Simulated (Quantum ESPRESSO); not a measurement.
# Magnetic state of MnCuAs from several starts, part 2 of 2

Wanted: the moments of MnCuAs and the energy of each order that was tried.

Quantum ESPRESSO 7.5; PBEsol; plane waves with GBRV 1.5 PBEsol potentials, no spin-orbit coupling.

So far, absolute magnetization (μB): step 2 (run 1 (ferro ++)) 7.59.

## (3) Run 2 (antiferro +−)

Contents of pw.in:

```
&CONTROL
  calculation = 'scf'
  prefix = 'pwscf'
  outdir = './tmp'
  pseudo_dir = './pseudo'
  disk_io = 'nowf'
/
&SYSTEM
  ibrav = 0
  celldm(1) = 8
  nat = 6
  ntyp = 4
  ecutwfc = 40
  ecutrho = 280
  nbnd = 50
  occupations = 'smearing'
  smearing = 'fd'
  degauss = 0.00734986
  nspin = 2
  starting_magnetization(1) = 0.2333
  starting_magnetization(2) = -0.2333
  starting_magnetization(3) = 0
  starting_magnetization(4) = 0
/
&ELECTRONS
  conv_thr = 1.2d-08
  electron_maxstep = 150
  mixing_beta = 0.3
/
ATOMIC_SPECIES
Mn1    54.9380 mn_pbesol_v1.5.uspp.F.UPF
Mn2    54.9380 mn_pbesol_v1.5.uspp.F.UPF
Cu     63.5460 cu_pbesol_v1.2.uspp.F.UPF
As     74.9216 as_pbesol_v1.uspp.F.UPF
CELL_PARAMETERS alat
   0.8738780988147    0.0000000000000    0.0000000000000
   0.0000000000000    0.8738780988147    0.0000000000000
   0.0000000000000    0.0000000000000    1.5137703088783
ATOMIC_POSITIONS crystal
Mn1     0.0000000000    0.5000000000    0.1640200000
Mn2     0.5000000000    0.0000000000    0.8359800000
Cu      0.0000000000    0.0000000000    0.5000000000
Cu      0.5000000000    0.5000000000    0.5000000000
As      0.0000000000    0.5000000000    0.7762460000
As      0.5000000000    0.0000000000    0.2237540000
K_POINTS automatic
10 10 6 0 0 0
```

The run is started by

```bash
$ OMP_NUM_THREADS=1 mpirun -n 4 pw.x -nk 4 -in pw.in > pw.out
```

What it wrote:

```text
[banner, memory and clock lines left out]
Program PWSCF v.7.5 starts

     Message from routine setup:
     using ibrav=0 with symmetry is DISCOURAGED, use correct ibrav instead

     bravais-lattice index     =            0
     lattice parameter (alat)  =       8.0000  a.u.
     unit-cell volume          =     591.8773 (a.u.)^3
     number of atoms/cell      =            6
     number of atomic types    =            4
     number of electrons       =        78.00
     number of Kohn-Sham states=           50
     kinetic-energy cutoff     =      40.0000  Ry
     charge density cutoff     =     280.0000  Ry
     scf convergence threshold =      1.2E-08
     mixing beta               =       0.3000
     number of iterations used =            8  plain     mixing
     Exchange-correlation= SLA  PW   PSX  PSC
                           (   1   4  10   8   0   0   0)

     celldm(1)=   8.000000  celldm(2)=   0.000000  celldm(3)=   0.000000
     celldm(4)=   0.000000  celldm(5)=   0.000000  celldm(6)=   0.000000

     crystal axes: (cart. coord. in units of alat)
               a(1) = (   0.873878   0.000000   0.000000 )
               a(2) = (   0.000000   0.873878   0.000000 )
               a(3) = (   0.000000   0.000000   1.513770 )

     reciprocal axes: (cart. coord. in units 2 pi/alat)
               b(1) = (  1.144324  0.000000  0.000000 )
               b(2) = (  0.000000  1.144324  0.000000 )
               b(3) = (  0.000000  0.000000  0.660602 )

     PseudoPot. # 1 for Mn read from file:
     mn_pbesol_v1.5.uspp.F.UPF
     Pseudo is Ultrasoft + core correction, Zval = 15.0

     PseudoPot. # 2 for Mn read from file:
     mn_pbesol_v1.5.uspp.F.UPF
     Pseudo is Ultrasoft + core correction, Zval = 15.0

     PseudoPot. # 3 for Cu read from file:
     cu_pbesol_v1.2.uspp.F.UPF
     Pseudo is Ultrasoft + core correction, Zval = 19.0

     PseudoPot. # 4 for As read from file:
     as_pbesol_v1.uspp.F.UPF
     Pseudo is Ultrasoft + core correction, Zval =  5.0

     atomic species   valence    mass     pseudopotential
     Mn1              15.00    54.93800     Mn( 1.00)
     Mn2              15.00    54.93800     Mn( 1.00)
     Cu               19.00    63.54600     Cu( 1.00)
     As                5.00    74.92160     As( 1.00)

     Starting magnetic structure
     atomic species   magnetization
     Mn1             0.233
     Mn2            -0.233
     Cu              0.000
     As              0.000

      8 Sym. Ops. (no inversion) found ( 4 have fractional translation)

   Cartesian axes

     site n.     atom                  positions (alat units)
         1        Mn1    tau(   1) = (   0.0000000   0.4369390   0.2482886  )
         2        Mn2    tau(   2) = (   0.4369390   0.0000000   1.2654817  )
         3        Cu     tau(   3) = (   0.0000000   0.0000000   0.7568852  )
         4        Cu     tau(   4) = (   0.4369390   0.4369390   0.7568852  )
         5        As     tau(   5) = (   0.0000000   0.4369390   1.1750581  )
         6        As     tau(   6) = (   0.4369390   0.0000000   0.3387122  )

     number of k points=    84  Fermi-Dirac smearing, width (Ry)=  0.0073
                       cart. coord. in units 2pi/alat
        k(    1) = (   0.0000000   0.0000000   0.0000000), wk =   0.0016667
        k(    2) = (   0.0000000   0.0000000   0.1101004), wk =   0.0033333
        k(    3) = (   0.0000000   0.0000000   0.2202007), wk =   0.0033333
        k(    4) = (   0.0000000   0.0000000  -0.3303011), wk =   0.0016667
        k(    5) = (   0.0000000   0.1144324   0.0000000), wk =   0.0066667
        [... 79 further k-points ...]

     Dense  grid:    47069 G-vectors     FFT dimensions: (  40,  40,  72)

     Smooth grid:    20229 G-vectors     FFT dimensions: (  30,  30,  50)

     Check: negative core charge=   -0.000023
     Generating pointlists ...
     new r_m :   0.2421 (alat units)  1.9371 (a.u.) for type    1
     new r_m :   0.2421 (alat units)  1.9371 (a.u.) for type    2
     new r_m :   0.2495 (alat units)  1.9958 (a.u.) for type    3
     new r_m :   0.2421 (alat units)  1.9371 (a.u.) for type    4

     Initial potential from superposition of free atoms

     starting charge      74.9994, renormalised to      78.0000
     Starting wfcs are   60 randomized atomic wfcs

     Self-consistent Calculation

     iteration #  1     ecut=    40.00 Ry     beta= 0.30
     Davidson diagonalization with overlap
     ethr =  1.00E-02,  avg # of iterations =  3.1

     total energy              =   -1303.97110468 Ry
     estimated scf accuracy    <      15.32188586 Ry

     total magnetization       =     0.00 Bohr mag/cell
     absolute magnetization    =     3.88 Bohr mag/cell

     iteration #  2     ecut=    40.00 Ry     beta= 0.30
     Davidson diagonalization with overlap
     ethr =  1.00E-02,  avg # of iterations =  3.4

     total energy              =   -1301.83299560 Ry
     estimated scf accuracy    <     103.64648002 Ry

     total magnetization       =    -0.00 Bohr mag/cell
     absolute magnetization    =     0.47 Bohr mag/cell

     [... further iterations left out ...]

     iteration # 16     ecut=    40.00 Ry     beta= 0.30
     Davidson diagonalization with overlap
     ethr =  3.49E-10,  avg # of iterations =  5.0

     total energy              =   -1309.15603808 Ry
     estimated scf accuracy    <       0.00000011 Ry

     total magnetization       =    -0.00 Bohr mag/cell
     absolute magnetization    =     7.59 Bohr mag/cell

     iteration # 17     ecut=    40.00 Ry     beta= 0.30
     Davidson diagonalization with overlap
     ethr =  1.40E-10,  avg # of iterations =  2.1

     Magnetic moment per site  (integrated on atomic sphere of radius R)
     atom   1 (R=0.242)  charge= 13.1536  magn=  3.3679
     atom   2 (R=0.242)  charge= 13.1536  magn= -3.3679
     atom   3 (R=0.249)  charge= 17.8110  magn= -0.0000
     atom   4 (R=0.249)  charge= 17.8110  magn= -0.0000
     atom   5 (R=0.242)  charge=  2.8103  magn=  0.0047
     atom   6 (R=0.242)  charge=  2.8103  magn= -0.0047

     End of self-consistent calculation

     Number of k-points >= 100: set verbosity='high' to print the bands.

     the Fermi energy is    13.6135 ev

!    total energy              =   -1309.15603811 Ry
     estimated scf accuracy    <          7.8E-09 Ry
     smearing contrib. (-TS)   =      -0.00564087 Ry
     internal energy E=F+TS    =   -1309.15039723 Ry

     The total energy is F=E-TS. E is the sum of the following terms:
     one-electron contribution =    -975.20745946 Ry
     hartree contribution      =     524.89203612 Ry
     xc contribution           =    -192.39388757 Ry
     ewald contribution        =    -666.44108633 Ry

     total magnetization       =    -0.00 Bohr mag/cell
     absolute magnetization    =     7.59 Bohr mag/cell

     convergence has been achieved in  17 iterations
```

Wall time 5.1 min (4 MPI ranks of Intel Xeon at 2.50GHz (Skylake/Cascade Lake), shared host); peak memory 0.83 GiB.

Spin moment in the atom's sphere by atom:

| atom | spin moment in the atom's sphere (μB) |
| --- | --- |
| Mn1 | 3.37 |
| Mn2 | -3.37 |
| Cu3 | 0.00 |
| Cu4 | 0.00 |
| As5 | 0.00 |
| As6 | 0.00 |

Numbers from this step:

```yaml
smearing_term_ts: 0.07675 eV
magnetization: 0 μB
absolute_magnetization: 7.591 μB
final_state: antiferromagnetic
```

## (4) Start 3: antiferro q=(0,0,1/2) +−+−

The cell is doubled to 12 atoms to hold this order. The wavevector q is in fractions of the reciprocal vectors of the crystal's primitive cell, as the cells of these inputs are built from it; moments change sign between cells as cos(2π q·R).

Contents of pw.in:

```
&CONTROL
  calculation = 'scf'
  prefix = 'pwscf'
  outdir = './tmp'
  pseudo_dir = './pseudo'
  disk_io = 'nowf'
/
&SYSTEM
  ibrav = 0
  celldm(1) = 8
  nat = 12
  ntyp = 4
  ecutwfc = 40
  ecutrho = 280
  nbnd = 96
  occupations = 'smearing'
  smearing = 'fd'
  degauss = 0.00734986
  nspin = 2
  starting_magnetization(1) = 0.2333
  starting_magnetization(2) = -0.2333
  starting_magnetization(3) = 0
  starting_magnetization(4) = 0
/
&ELECTRONS
  conv_thr = 2.4d-08
  electron_maxstep = 150
  mixing_beta = 0.3
/
ATOMIC_SPECIES
Mn1    54.9380 mn_pbesol_v1.5.uspp.F.UPF
Mn2    54.9380 mn_pbesol_v1.5.uspp.F.UPF
Cu     63.5460 cu_pbesol_v1.2.uspp.F.UPF
As     74.9216 as_pbesol_v1.uspp.F.UPF
CELL_PARAMETERS alat
   0.8738780988147    0.0000000000000    0.0000000000000
   0.0000000000000    0.8738780988147    0.0000000000000
   0.0000000000000    0.0000000000000    3.0275406177566
ATOMIC_POSITIONS crystal
Mn1     0.0000000000    0.5000000000    0.0820100000
Mn2     0.0000000000    0.5000000000    0.5820100000
Mn1     0.5000000000    0.0000000000    0.4179900000
Mn2     0.5000000000    0.0000000000    0.9179900000
Cu      0.0000000000    0.0000000000    0.2500000000
Cu      0.0000000000    0.0000000000    0.7500000000
Cu      0.5000000000    0.5000000000    0.2500000000
Cu      0.5000000000    0.5000000000    0.7500000000
As      0.0000000000    0.5000000000    0.3881230000
As      0.0000000000    0.5000000000    0.8881230000
As      0.5000000000    0.0000000000    0.1118770000
As      0.5000000000    0.0000000000    0.6118770000
K_POINTS automatic
10 10 3 0 0 0
```

What it wrote:

```text
     [... lines left out ...]
Program PWSCF v.7.5 starts
     [... lines left out ...]
     number of atoms/cell      =           12
     [... lines left out ...]
     number of electrons       =       156.00
     number of Kohn-Sham states=           96
     kinetic-energy cutoff     =      40.0000  Ry
     charge density cutoff     =     280.0000  Ry
     scf convergence threshold =      2.4E-08
     [... lines left out ...]
     16 Sym. Ops., with inversion, found (12 have fractional translation)
     [... lines left out ...]
     number of k points=    42  Fermi-Dirac smearing, width (Ry)=  0.0073
     [... lines left out ...]
     iteration # 21     ecut=    40.00 Ry     beta= 0.30
     [... lines left out ...]
     Magnetic moment per site  (integrated on atomic sphere of radius R)
     atom   1 (R=0.242)  charge= 13.1526  magn=  3.3818
     atom   2 (R=0.242)  charge= 13.1527  magn= -3.3819
     atom   3 (R=0.242)  charge= 13.1526  magn=  3.3818
     atom   4 (R=0.242)  charge= 13.1527  magn= -3.3819
     atom   5 (R=0.249)  charge= 17.8108  magn=  0.0355
     atom   6 (R=0.249)  charge= 17.8108  magn= -0.0355
     atom   7 (R=0.249)  charge= 17.8108  magn=  0.0355
     atom   8 (R=0.249)  charge= 17.8108  magn= -0.0355
     atom   9 (R=0.242)  charge=  2.8139  magn=  0.0163
     atom  10 (R=0.242)  charge=  2.8139  magn= -0.0163
     atom  11 (R=0.242)  charge=  2.8139  magn=  0.0163
     atom  12 (R=0.242)  charge=  2.8139  magn= -0.0163
     [... lines left out ...]
     the Fermi energy is    13.6078 ev
!    total energy              =   -2618.30308857 Ry
     estimated scf accuracy    <       0.00000001 Ry
     smearing contrib. (-TS)   =      -0.01311045 Ry
     [... lines left out ...]
     total magnetization       =    -0.00 Bohr mag/cell
     absolute magnetization    =    15.35 Bohr mag/cell
     convergence has been achieved in  21 iterations
```

The job ended after 16 min (4 MPI ranks; peak memory 1.4 GiB; 62 min of CPU time).

Spin moment in the atom's sphere by atom:

| atom | spin moment in the atom's sphere (μB) |
| --- | --- |
| Mn1 | 3.38 |
| Mn2 | -3.38 |
| Mn3 | 3.38 |
| Mn4 | -3.38 |
| Cu5 | 0.04 |
| Cu6 | -0.04 |
| Cu7 | 0.04 |
| Cu8 | -0.04 |
| As9 | 0.02 |
| As10 | -0.02 |
| As11 | 0.02 |
| As12 | -0.02 |

This step gave:

* smearing term TS: 0.1784 eV
* magnetization: 0 μB
* absolute magnetization: 15.35 μB
* final state: antiferromagnetic

## (5) The states side by side

An order is kept where moments of 0.15 μB or more survive with the typed signs; meshes match where a doubled cell samples the same k points as the first cell.

Orders:

| start | final state | typed order kept | energy over the lowest (meV a seeded atom) | largest site moment (μB) | net moment (μB a cell of the first run) | mesh matched | CPU time (s) |
| --- | --- | --- | --- | --- | --- | --- | --- |
| ferro ++ | ferromagnetic | yes | 140.9 | 3.378 | 7.186 | yes | 1196 |
| antiferro +- | antiferromagnetic | yes | 0 | 3.368 | 0 | yes | 1216 |
| antiferro q=(0,0,1/2) +-+- | antiferromagnetic | yes | 30.57 | 3.382 | 0 | yes | 3736 |

## (6) Summary of results

| Property | Result |
| --- | --- |
| lowest state found | antiferromagnetic (from antiferro +-) |
| largest site moment | 3.37 μB |
| next state with moments | antiferromagnetic, 30.6 meV a seeded atom higher |

This is the lowest of 3 collinear or spinless starts, no proof of the ground state. Energies are free energies at an electronic temperature of 1160 K, which lowers moments and differences where the moments are itinerant.

[Logs and program files are shortened in this print: banners, set-up blocks, solver, clock and traceback lines can be left out without a mark of their own.]

[Logs are printed without paths, hosts, clocks, repeated set-up lines and the standing remarks that a program may print on its own settings, such as how far it seeks lower states.]

[Hosts, paths, dates, database ids (printed as entryN), source tags and the programs' standing remarks are cut or masked in the printed files.]

[Where a cell is said to come from a database of computed structures, the database is the Materials Project.]
